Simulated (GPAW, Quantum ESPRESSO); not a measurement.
# S K-edge XANES of YS (Fm-3m), part 2 of 4

Do two independent programs agree on the S K edge of YS (Fm-3m)? The same cell and functional are run with XSpectra and with GPAW.

Quantum ESPRESSO 7.5 and GPAW 26.7.0; core-hole supercells, plane-wave PAW LDA.

So far. Step 2 (The field without a hole (Quantum ESPRESSO)): The mesh shows no gap, so the system is treated as a metal and the core electron is put at the Fermi level (neutral cell). Step 3 (Spectrum without a core hole, S atom 2 (Quantum …): Main maxima below 24 eV (height): 3.2 eV (1.37), 5.9 eV (1.37), 7.2 eV (2.09), 12.0 eV (1.10), 16.2 eV (0.99) and 22.3 eV (1.03).

## (6) The atom with a core hole (Quantum ESPRESSO)

Level of this step: all-electron atom with a core hole and its PAW potential, LDA, scalar-relativistic (Quantum ESPRESSO).

The frozen core must hold the hole, so the absorber gets a data set of its own.

Contents of S.lda-nl-kjpaw-1sch.ld1.in:

```
&input
   title='S', zed=16., rel=1, iswitch=3, dft='PZ',
   config='1s1 2s2 2p6 3s2 3p5 3d-1'
/
&inputp
   file_pseudopw='S.lda-nl-kjpaw-1sch.UPF', author='',
   lpaw=.true.,
   pseudotype=3,
   lloc=2,
   which_augfun='PSQ',
   rmatch_augfun_nc=.true.,
   nlcc=.true.,
   new_core_ps=.true.,
   rcore=1.5,
   tm=.true.,
   zval=7,
   lgipaw_reconstruction=.true., use_paw_as_gipaw=.true.
/
5
3S  1  0  2.00  0.00  1.50  1.70  0.0
3S  1  0  0.00  6.00  1.50  1.70  0.0
3P  2  1  5.00  0.00  1.50  1.70  0.0
3P  2  1  0.00  3.00  1.50  1.70  0.0
3D  3  2  0.00  1.50  1.60  1.60  0.0
```

On the command line:

```bash
ld1.x < S.lda-nl-kjpaw-1sch.ld1.in > S.lda-nl-kjpaw-1sch.ld1.out
```

Log:

```text
     [... banner and references ...]
PAW data will be used for GIPAW calculation
     --------------------------- All-electron run ----------------------------

     S
     scalar relativistic calculation

     atomic number is 16.00
     dft =PZ   lsd =0 sic =0 latt =0  beta=0.20 tr2=1.0E-14
     Exchange-correlation= PZ
                           (   1   1   0   0   0   0   0)
     mesh =1151 r(mesh) =  99.72449 a.u. xmin = -7.00 dx = 0.01250
     1 Ry =  13.60569312 eV, c = 137.03599908

     n l     nl                  e(Ry)          e(Ha)          e(eV)
     1 0     1S 1( 1.00)      -188.2481       -94.1240     -2561.2453
     2 0     2S 1( 2.00)       -17.7543        -8.8771      -241.5591
     2 1     2P 1( 6.00)       -14.1126        -7.0563      -192.0117
[...]
final scf error:  5.9E-15 reached in  31 iterations

     Etot =    -614.015646 Ry,    -307.007823 Ha,   -8354.108453 eV

     Ekin =     615.127413 Ry,     307.563707 Ha,    8369.234816 eV
     Encl =   -1500.848416 Ry,    -750.424208 Ha,  -20420.082973 eV
     Eh   =     312.508739 Ry,     156.254369 Ha,    4251.897998 eV
     Exc  =     -40.803382 Ry,     -20.401691 Ha,    -555.158293 eV

     normalization and overlap integrals

     s(1S/1S) =  1.000000  <r> =   0.0954  <r2> =    0.0122  r(max) =   0.0625
     s(1S/2S) = -0.001135
     s(1S/3S) = -0.000363
     s(2S/2S) =  1.000000  <r> =   0.4577  <r2> =    0.2488  r(max) =   0.3734
     s(2S/3S) = -0.000195
     s(2P/2P) =  1.000000  <r> =   0.4094  <r2> =    0.2087  r(max) =   0.3019
     s(2P/3P) = -0.000144
     s(3S/3S) =  1.000000  <r> =   1.5705  <r2> =    2.8774  r(max) =   1.3033
     s(3P/3P) =  1.000000  <r> =   1.8394  <r2> =    4.0846  r(max) =   1.4225

[...]
final scf error:  5.9E-15 reached in  31 iterations

     Etot =    -614.015646 Ry,    -307.007823 Ha,   -8354.108453 eV

     Ekin =     615.127413 Ry,     307.563707 Ha,    8369.234816 eV
     Encl =   -1500.848416 Ry,    -750.424208 Ha,  -20420.082973 eV
     Eh   =     312.508739 Ry,     156.254369 Ha,    4251.897998 eV
     Exc  =     -40.803382 Ry,     -20.401691 Ha,    -555.158293 eV

     normalization and overlap integrals

     s(1S/1S) =  1.000000  <r> =   0.0954  <r2> =    0.0122  r(max) =   0.0625
     s(1S/2S) = -0.001135
     s(1S/3S) = -0.000363
     s(2S/2S) =  1.000000  <r> =   0.4577  <r2> =    0.2488  r(max) =   0.3734
     s(2S/3S) = -0.000195
     s(2P/2P) =  1.000000  <r> =   0.4094  <r2> =    0.2087  r(max) =   0.3019
     s(2P/3P) = -0.000144
     s(3S/3S) =  1.000000  <r> =   1.5705  <r2> =    2.8774  r(max) =   1.3033
     s(3P/3P) =  1.000000  <r> =   1.8394  <r2> =    4.0846  r(max) =   1.4225

     ------------------------ End of All-electron run ------------------------

     ---------------------- Testing the pseudopotential ----------------------

     S
     scalar relativistic calculation

     atomic number is 16.00   valence charge is  7.00
     dft = SLA  PZ   NOGX NOGC   lsd =0 sic =0 latt =0  beta=0.20 tr2=1.0E-14
     mesh =1151 r(mesh) =  99.72449 xmin = -7.00 dx = 0.01250

     n l     nl             e AE (Ry)        e PS (Ry)    De AE-PS (Ry)
     1 0     3S   1( 2.00)       -1.45077       -1.45078        0.00000
     2 1     3P   1( 5.00)       -0.64806       -0.64807        0.00000

     eps = 1.5E-17  iter =  4

     Etot =    -614.015646 Ry,    -307.007823 Ha,   -8354.108453 eV
     Etotps =   -63.747696 Ry,     -31.873848 Ha,    -867.331583 eV

     Ekin =      38.094790 Ry,      19.047395 Ha,     518.306018 eV
     Encl =     -86.334792 Ry,     -43.167396 Ha,   -1174.644681 eV
     Ehrt =      25.295685 Ry,      12.647842 Ha,     344.165322 eV
     Ecxc =     -40.803378 Ry,     -20.401689 Ha,    -555.158243 eV
     (Ecc =      -0.176558 Ry,      -0.088279 Ha,      -2.402190 eV)

     ---------------------- End of pseudopotential test ----------------------
```

It took 0.65 s on 1 MPI rank of Arm Neoverse V2, shared host; peak memory 0.12 GiB.

Removing the core electron and adding it to the valence shell costs the free atom 2471.4 eV.

## (7) Supercell with XCH, S atom 2 (Quantum ESPRESSO)

The holes are 5.5 Å apart. The excited electron is kept in the cell, where it fills the lowest empty states and screens the hole.

Contents of scf.in:

```
&control
   calculation='scf', prefix='x', pseudo_dir='../pp', outdir='tmp', tprnfor=.true.
/
&system
   ibrav=0, nat=8, ntyp=3, nbnd=43
   ecutwfc=44, ecutrho=290
   occupations='smearing', smearing='mv', degauss=0.015
/
&electrons
   conv_thr=8.0e-08, electron_maxstep=120
   mixing_beta=0.5
/
ATOMIC_SPECIES
Y 1.0 Y.lda-spn-kjpaw.UPF
S0 1.0 S.lda-nl-kjpaw-1sch.UPF
S 1.0 S.lda-nl-kjpaw.UPF
CELL_PARAMETERS angstrom
  0.00000000 0.00000000 5.48730000
  5.48730000 0.00000000 0.00000000
  0.00000000 5.48730000 0.00000000
ATOMIC_POSITIONS crystal
Y    0.50000000 0.50000000 0.50000000
Y    0.50000000 0.00000000 0.00000000
Y    0.00000000 0.00000000 0.50000000
Y    0.00000000 0.50000000 0.00000000
S0   0.00000000 0.00000000 0.00000000
S    0.00000000 0.50000000 0.50000000
S    0.50000000 0.50000000 0.00000000
S    0.50000000 0.00000000 0.50000000
K_POINTS automatic
5 5 5 0 0 0
```

On the command line:

```bash
OMP_NUM_THREADS=1 mpirun --oversubscribe --bind-to none -np 4 pw.x -nk 4 -in scf.in > scf.out
```

Log:

```text
     [... banner and references ...]
[banner, memory and clock lines left out]
using ibrav=0 with symmetry is DISCOURAGED, use correct ibrav instead

     G-vector sticks info

     bravais-lattice index     =            0
     lattice parameter (alat)  =      10.3695  a.u.
     unit-cell volume          =    1114.9945 (a.u.)^3
     number of atoms/cell      =            8
     number of atomic types    =            3
     number of electrons       =        69.00
     number of Kohn-Sham states=           43
     kinetic-energy cutoff     =      44.0000  Ry
     charge density cutoff     =     290.0000  Ry
     scf convergence threshold =      8.0E-08
     mixing beta               =       0.5000
     number of iterations used =            8  plain     mixing
     Exchange-correlation= SLA  PZ   NOGX NOGC
                           (   1   1   0   0   0   0   0)

     celldm(1)=  10.369494  celldm(2)=   0.000000  celldm(3)=   0.000000
     celldm(4)=   0.000000  celldm(5)=   0.000000  celldm(6)=   0.000000

     crystal axes: (cart. coord. in units of alat)
               a(1) = (   0.000000   0.000000   1.000000 )
               a(2) = (   1.000000   0.000000   0.000000 )
               a(3) = (   0.000000   1.000000   0.000000 )

     reciprocal axes: (cart. coord. in units 2 pi/alat)
               b(1) = (  0.000000  0.000000  1.000000 )
               b(2) = (  1.000000  0.000000  0.000000 )
               b(3) = (  0.000000  1.000000  0.000000 )

     ../pp/Y.lda-spn-kjpaw.UPF
     Pseudo is Projector augmented-wave + core cor, Zval = 11.0
     Shape of augmentation charge: PSQ
     Using radial grid of 1223 points,  6 beta functions with:
[...]
iteration #  9     ecut=    44.00 Ry     beta= 0.50
     Davidson diagonalization with overlap
     ethr =  7.59E-10,  avg # of iterations =  4.1

     End of self-consistent calculation

          k = 0.0000 0.0000 0.0000 (  5449 PWs)   bands (ev):

   -30.8217 -30.7898 -30.7898 -30.6005 -11.1514 -11.1514 -11.1514 -10.9105
   -10.9105 -10.9105 -10.8985 -10.8985 -10.8985 -10.6961 -10.6961 -10.6961
    -5.9603  -2.3478  -1.8809  -1.8809   5.0060   5.0060   5.0060   7.5004
     7.5004   7.5004   8.4392   8.4392   8.4392   8.9575   8.9575   8.9575
    10.0031  10.0031  10.0031  12.1704  12.1704  12.1704  12.9619  12.9619
    13.0157  14.2061  14.2062

     [... bands of 9 further k-points ...]

     the Fermi energy is    12.5274 ev

!    total energy              =   -1356.13515385 Ry
     total all-electron energy =    -30055.949974 Ry
     estimated scf accuracy    <       0.00000005 Ry
     smearing contrib. (-TS)   =      -0.00178386 Ry
     internal energy E=F+TS    =   -1356.13336999 Ry

     The total energy is F=E-TS. E is the sum of the following terms:
     one-electron contribution =     -36.64688574 Ry
     hartree contribution      =      54.38540676 Ry
     xc contribution           =     -93.44407448 Ry
     ewald contribution        =    -341.04866214 Ry
     one-center paw contrib.   =    -939.37915439 Ry

     convergence has been achieved in   9 iterations

     Forces acting on atoms (cartesian axes, Ry/au):

     atom    1 type  1   force =     0.00000000    0.00000000    0.00000000
     atom    2 type  1   force =     0.00000000    0.00000000    0.00000000
     atom    3 type  1   force =     0.00000000    0.00000000    0.00000000
[...]
atom    7 type  3   force =     0.00000000    0.00000000    0.00000000
     atom    8 type  3   force =     0.00000000    0.00000000    0.00000000

     Total force =     0.000000     Total SCF correction =     0.000000

     XML data file, charge density, pseudopotentials, collected wavefunctions
```

Run time: 15 s. Hardware: 4 MPI ranks; peak memory 0.19 GiB; 60 s of CPU time.

Energy with the hole: -408932.032 eV, cores included.

## (8) Spectrum with XCH, S atom 2 (Quantum ESPRESSO)

The Lanczos recursion gives the spectrum without computing empty bands; each polarisation needs a run of its own on the full k mesh. xe0 is set between filled and empty states, and states below it are cut, here at the Fermi level, which holds the excited electron. The file of filecore holds the core orbital, taken from the hole-free data set.

Contents of xspectra.in:

```
&input_xspectra
   calculation='xanes_dipole', edge='K'
   prefix='x', outdir='tmp', xiabs=2, xe0=12.5274
   xonly_plot=.false., x_save_file='xanes.sav'
   xniter=3000, xcheck_conv=20, xerror=0.005
   xcoordcrys=.false., xepsilon(1)=1, xepsilon(2)=0, xepsilon(3)=0
/
&plot
   xnepoint=413, xemin=-10, xemax=45, terminator=.true., cut_occ_states=.true.
   xgamma=0.4
/
&pseudos
   filecore='../S.wfc'
/
&cut_occ
   cut_desmooth=0.1, cut_stepl=0.05, cut_stepu=0.05, cut_ierror=1e-5
/
6 6 6 0 0 0
```

On the command line:

```bash
OMP_NUM_THREADS=1 mpirun --oversubscribe --bind-to none -np 4 xspectra.x -nk 4 -in xspectra.in > xspectra.out
```

Log:

```text
     [... banner and references ...]
Reading input_file

     calculation: xanes_dipole

     xepsilon  [cartesian coordinates]:   1.000000   0.000000   0.000000

     xonly_plot: FALSE
        => complete calculation: Lanczos + spectrum plot

     filecore (core-wavefunction file): ../S.wfc

     main plot parameters:
        cut_occ_states: TRUE
        gamma_mode:  constant
        -> using xgamma [eV]:  0.40
        xemin [eV]: -10.00
        xemax [eV]:  45.00
        xnepoint:  413
        xe0 [eV]:  12.527400 (energy zero read in input file)

     WARNING: variable ef_r is obsolete

                      Reading SCF save directory: x.save

     tmp/x.save/

     Exchange-correlation= PZ
                           (   1   1   0   0   0   0   0)

     G-vector sticks info

                           Getting the Fermi energy

     From SCF save directory:
        ehomo [eV]:   12.7342 (highest occupied level)
        elumo [eV]:   12.8953 (lowest occupied level)
        ef    [eV]:   12.7342

     -> ef (in eV) will be written in x_save_file

                           Energy zero of the spectrum

     -> ef will NOT be used as energy zero of the spectrum
       (because xe0 read in input file)

     G-vector sticks info

     bravais-lattice index     =            0
     lattice parameter (alat)  =      10.3695  a.u.
     unit-cell volume          =    1114.9945 (a.u.)^3
     number of atoms/cell      =            8
     number of atomic types    =            3
     number of electrons       =        69.00
     number of Kohn-Sham states=           43
     kinetic-energy cutoff     =      44.0000  Ry
     charge density cutoff     =     290.0000  Ry
     Exchange-correlation= PZ
                           (   1   1   0   0   0   0   0)

     celldm(1)=  10.369494  celldm(2)=   0.000000  celldm(3)=   0.000000
     celldm(4)=   0.000000  celldm(5)=   0.000000  celldm(6)=   0.000000

     crystal axes: (cart. coord. in units of alat)
               a(1) = (   0.000000   0.000000   1.000000 )
               a(2) = (   1.000000   0.000000   0.000000 )
               a(3) = (   0.000000   1.000000   0.000000 )

     reciprocal axes: (cart. coord. in units 2 pi/alat)
               b(1) = (  0.000000  0.000000  1.000000 )
               b(2) = (  1.000000  0.000000  0.000000 )
               b(3) = (  0.000000  1.000000  0.000000 )

     ../pp/Y.lda-spn-kjpaw.UPF
     Pseudo is Projector augmented-wave + core cor, Zval = 11.0
     Shape of augmentation charge: PSQ
     Using radial grid of 1223 points,  6 beta functions with:
                l(1) =   0
                l(2) =   0
                l(3) =   1
                l(4) =   1
                l(5) =   2
[...]
Q(r) pseudized with 0 coefficients

     ../pp/S.lda-nl-kjpaw-1sch.UPF
     Pseudo is Projector augmented-wave + core cor, Zval =  7.0
     Shape of augmentation charge: PSQ
     Using radial grid of 1151 points,  4 beta functions with:
[...]
Q(r) pseudized with 0 coefficients

     ../pp/S.lda-nl-kjpaw.UPF
     Pseudo is Projector augmented-wave + core cor, Zval =  6.0
     Shape of augmentation charge: PSQ
     Using radial grid of 1151 points,  4 beta functions with:
[...]
l(2) =   0
                l(3) =   1
                l(4) =   1
     Q(r) pseudized with 0 coefficients

     atomic species   valence    mass     pseudopotential
     Y                11.00     1.00000     Y ( 1.00)
     S0                7.00     1.00000     S ( 1.00)
     S                 6.00     1.00000     S ( 1.00)

     48 Sym. Ops., with inversion, found

   Cartesian axes

     site n.     atom                  positions (alat units)
         1        Y      tau(   1) = (   0.5000000   0.5000000   0.5000000  )
         2        Y      tau(   2) = (   0.0000000   0.0000000   0.5000000  )
         3        Y      tau(   3) = (   0.0000000   0.5000000   0.0000000  )
         4        Y      tau(   4) = (   0.5000000   0.0000000   0.0000000  )
         5        S0     tau(   5) = (   0.0000000   0.0000000   0.0000000  )
         6        S      tau(   6) = (   0.5000000   0.5000000   0.0000000  )
         7        S      tau(   7) = (   0.5000000   0.0000000   0.5000000  )
         8        S      tau(   8) = (   0.0000000   0.5000000   0.5000000  )

     number of k points=   216  Marzari-Vanderbilt smearing, width (Ry)=  0.0150

     Number of k-points >= 100: set verbosity='high' to print them.

     Dense  grid:    92973 G-vectors     FFT dimensions: (  60,  60,  60)

     Smooth grid:    43819 G-vectors     FFT dimensions: (  45,  45,  45)

     The potential is recalculated from file :
     tmp/x.save/charge-density

     Starting wfcs are   68 atomic wfcs
     Checking if some PAW data can be deallocated...

               Reading core wavefunction file for the absorbing atom

     ../S.wfc successfully read

                              Attributing the PAW radii
                     for the absorbing atom [units: Bohr radius]

        PAW proj 1: r_paw(l= 0)= 2.55  (1.5*r_cut)
        PAW proj 2: r_paw(l= 0)= 2.55  (1.5*r_cut)
        PAW proj 3: r_paw(l= 1)= 2.55  (1.5*r_cut)
        PAW proj 4: r_paw(l= 1)= 2.55  (1.5*r_cut)

        NB: The calculation will not necessary use all these r_paw values.
            - For a edge in the electric-dipole approximation,
              only the r_paw(l=1) values are used.
            - For a K edge in the electric-quadrupole approximation,
              only the r_paw(l=2) values are used.

            - For a L2 or L3 edge in the electric-quadrupole approximation,

              all projectors (s, p and d) are used.

                          Starting XANES calculation
                     in the electric dipole approximation

     Method of calculation based on the Lanczos recursion algorithm
        - STEP 1: Construction of a kpoint-dependent Lanczos basis,
          in which the Hamiltonian is tridiagonal (each 'iter'
          corresponds to the calculation of one more Lanczos vector)
        - STEP 2: Calculation of the cross-section as a continued fraction
          averaged over the k-points.

     ... Begin STEP 1 ...

        Radial transition matrix element(s) used in the calculation of the
        initial vector of the Lanczos basis (|tilde{phi}_abs> normalized)
        | For PAW proj. (l=1) #1: radial matrix element =   0.020214495
        | For PAW proj. (l=1) #2: radial matrix element =   0.028470800

NB: the    54 k-point are not all listed below because npool=  4
        |-------------------------------------------------------------
        ! k-point #     1:  ( 0.0000,  0.0000,  0.0000),  0.0093,   1
        |-------------------------------------------------------------
 okvan= T
        |   Norm of the initial Lanczos vector: 0.19022282E-01
        |   Estimated error at iter     20:   1.00596409
        |   Estimated error at iter     40:   0.46352640
        |   Estimated error at iter     60:   0.30339362
        |   Estimated error at iter     80:   0.07842220
        |   Estimated error at iter    100:   0.02410789
[...]
!   => CONVERGED at iter    140 with error=  0.00006050
        |-------------------------------------------------------------
        ! k-point #     2:  ( 0.0000,  0.1667,  0.0000),  0.0093,   1
        |-------------------------------------------------------------
 okvan= T
        |   Norm of the initial Lanczos vector: 0.19025070E-01
[...]
!   => CONVERGED at iter    280 with error=  0.00180578
        |-------------------------------------------------------------
     [... 51 further k-points ...]
        ! k-point #    54:  ( 0.3333,  0.8333,  0.1667),  0.0093,   1
        |-------------------------------------------------------------
 okvan= T
        |   Norm of the initial Lanczos vector: 0.19025166E-01
[...]
|   Estimated error at iter    340:   0.01329996
        |   Estimated error at iter    360:   0.01120811
        |   Estimated error at iter    380:   0.01101459
        !   => CONVERGED at iter    400 with error=  0.00464111

     Results of STEP 1 successfully written in x_save_file
     x_save_file name:
     ->  xanes.sav
     x_save_file version:  2

     ... End STEP 1 ...

     ... Begin STEP 2 ...

     The spectrum is calculated using the following parameters:
        xe0 [eV]:   12.5274
        the occupied states are elimintate from the spectrum
        xemin [eV]: -10.00
        xemax [eV]:  45.00
        xnepoint:  413
        constant broadening parameter [eV]:    0.400
        Core level energy [eV]:  -2472.
         (from electron binding energy of neutral atoms in X-ray data booklet)

     Cross-section successfully written in xanes.dat

     ... End STEP 2 ...

                                END JOB XSpectra
```

The job ended after 75 s (4 MPI ranks; peak memory 0.14 GiB; 5 min of CPU time).

The S K spectrum, S atom 2, excited-electron core hole (neutral cell) (energy from the energy zero of the input (xe0, at the border of filled and empty states); intensity scaled to a mean of 1 over the first 20 eV; the points at xe0, where the cut of filled states can leave a spike, are interpolated):

```tsv
E (eV)	intensity
-2.00	0.07
-1.25	0.10
-0.50	0.19
0.25	0.53
1.00	0.81
1.75	1.50
2.50	1.47
3.25	1.75
4.00	1.00
4.75	1.61
5.50	1.34
6.25	1.33
7.00	1.41
7.75	1.14
8.50	1.17
9.25	0.76
10.00	0.52
10.75	0.74
11.50	0.94
12.25	0.78
13.00	0.90
13.75	0.84
14.50	0.64
15.25	0.76
16.00	0.88
16.75	0.91
17.50	0.89
18.25	0.74
19.00	0.74
19.75	0.87
20.50	1.02
21.25	1.01
22.00	1.04
22.75	0.76
23.50	0.95
24.25	1.22
25.00	1.49
25.75	1.41
26.50	1.53
27.25	1.43
28.00	0.98
28.75	0.79
29.50	0.57
30.25	0.57
31.00	0.74
31.75	1.02
```

Main maxima below 24 eV (height): 2.1 eV (1.62), 3.2 eV (1.77), 4.8 eV (1.64), 6.7 eV (1.57), 8.2 eV (1.24) and 20.8 eV (1.13). 

The total-energy difference is 2475.51 eV. One term is added: -16.82 eV, since the hole is spin-paired here and a spin-polarised one costs that much less in the free atom (computed apart). The photon energy is then 2458.69 eV. The functional leaves an error in such absolute values: in the free atom LDA prices this hole 9.1 eV below PBE (computed apart), and PBE is itself good to a few eV.

[end of part 2 of 4]

[Banner, clock and machine lines of the logs are left out without a mark of their own.]

[Logs are printed without paths, hosts, clocks, repeated set-up lines and the standing remarks that a program may print on its own settings, such as how far it seeks lower states.]

[Hosts, paths, dates, database ids (printed as entryN), source tags and the programs' standing remarks are cut or masked in the printed files.]

[Lists of maxima count a maximum above −3 eV only where it reaches 4 % of the highest in the window and stands out from its surroundings by 2 % of it (1.5 % where it reaches 55 %); shoulders and weaker maxima are passed over, and of the rest the first, up to two pre-edge ones and the few strongest are named.]
